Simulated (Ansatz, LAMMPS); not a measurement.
# Static equation of state of amorphous 32Ga2O3-68GeO2 (mol %) (69 atoms)

Density of this cell: 5.22 g/cm³. The cell holds 69 atoms: 12 Ga, 13 Ge and 44 O. Its edges and angles: a = 9.374 Å, b = 8.971 Å, c = 9.442 Å, α = 86.3°, β = 92.3°, γ = 92.4°. The starting structure: 69 atoms (12 Fe, 13 Ge, 44 O) placed at random at 4.74 g/cm³, melted at 5000 K for 10 ps at fixed volume with the Morse and Coulomb pair potential with partial charges (Pedone, Malavasi, Menziani, Cormack and Segre, J. Phys. Chem. B 110, 11780 (2006)). Quenched from 5000 K to 300 K at 20 K/ps and fixed volume, held 5 ps, then minimised at fixed cell. Then Fe was replaced by Ga and the cell scaled by 1.006 (the potential has no terms for the new elements, so the cell is a start for a DFT relaxation).

Calculated with Ansatz 0.2.0: Kohn-Sham DFT, PBE, PAW (set soft_1), plane waves; cutoff 420 eV, Γ point, fixed occupations. Cell and atoms were relaxed first, to V0 = 11.465 Å³ an atom at a residual P0 = -0.006 GPa. The cell was then scaled evenly, and the atoms were relaxed at each volume.

| volume (Å³/atom) | pressure (GPa) |
| --- | --- |
| 10.318 | 14.43 |
| 10.777 | ? |
| 11.121 | 3.622 |
| 11.809 | -3.094 |
| 12.153 | -5.364 |

Task: Fit the third-order Birch–Murnaghan equation to the rows given and interpolate to the withheld row.

**Working.**

Take the Eulerian strain f = ½[(V0/V)^(2/3) − 1] and the normalised pressure F = (P − P0) / [3f(1 + 2f)^(5/2)]. The third-order Birch–Murnaghan equation is then the line F = B0 + (3/2)B0(B′ − 4) f, so u = f and v = F.

| u = f | v = F (GPa) |
| --- | --- |
| 0.0363833 | 110.927 |
| 0.0102568 | 112.080 |
| -0.00975663 | 110.798 |
| -0.0190504 | 103.306 |

With n = 4: mean u = 0.00445826, mean v = 109.278, Σ(u − ū)² = 0.0018076, Σ(u − ū)(v − v̄) = 0.18771. Slope b = 0.18771 / 0.0018076 = 103.85; intercept a = v̄ − b ū = 108.81.

So B0 = a = 109 GPa and B′ = 4 + 2b/(3a) = 4.64. At the withheld volume f = 0.02106, F = a + b f = 111.0 GPa, and P = P0 + 3f(1 + 2f)^(5/2) F.

Prediction at 10.777: 7.767 GPa. The run gave 7.848 GPa, so the fit is low by 0.081 GPa (1.0 % of the value).

The series isn't one smooth equation of state: even a line fitted to all rows, the withheld one included, misses F by up to 3.4 % and the count of bonds changes along the series. B0 and B′ are then only the numbers of this fit, not moduli of the material. Among the rows given, the largest miss of the fit is at 10.318, by 0.22 GPa (1.1 % of the range of the table).

Limits: Static cells at zero temperature; the cell shape is held. The program notes that the SCF threshold of these relaxations is loose for the stress. The quench rate of 20 K/ps is many orders above laboratory rates, so the cell is likely richer in defects and strain than a real sample. The network of bonds at the start is that of the classical potential that made the cell, and needn't be the one that DFT or experiment would give. Only the Γ point is sampled, in a cell whose shortest periodic width is 9 Å.

[Hosts, paths, dates, database ids (printed as entryN), source tags and the programs' standing remarks are cut or masked in the printed files.]
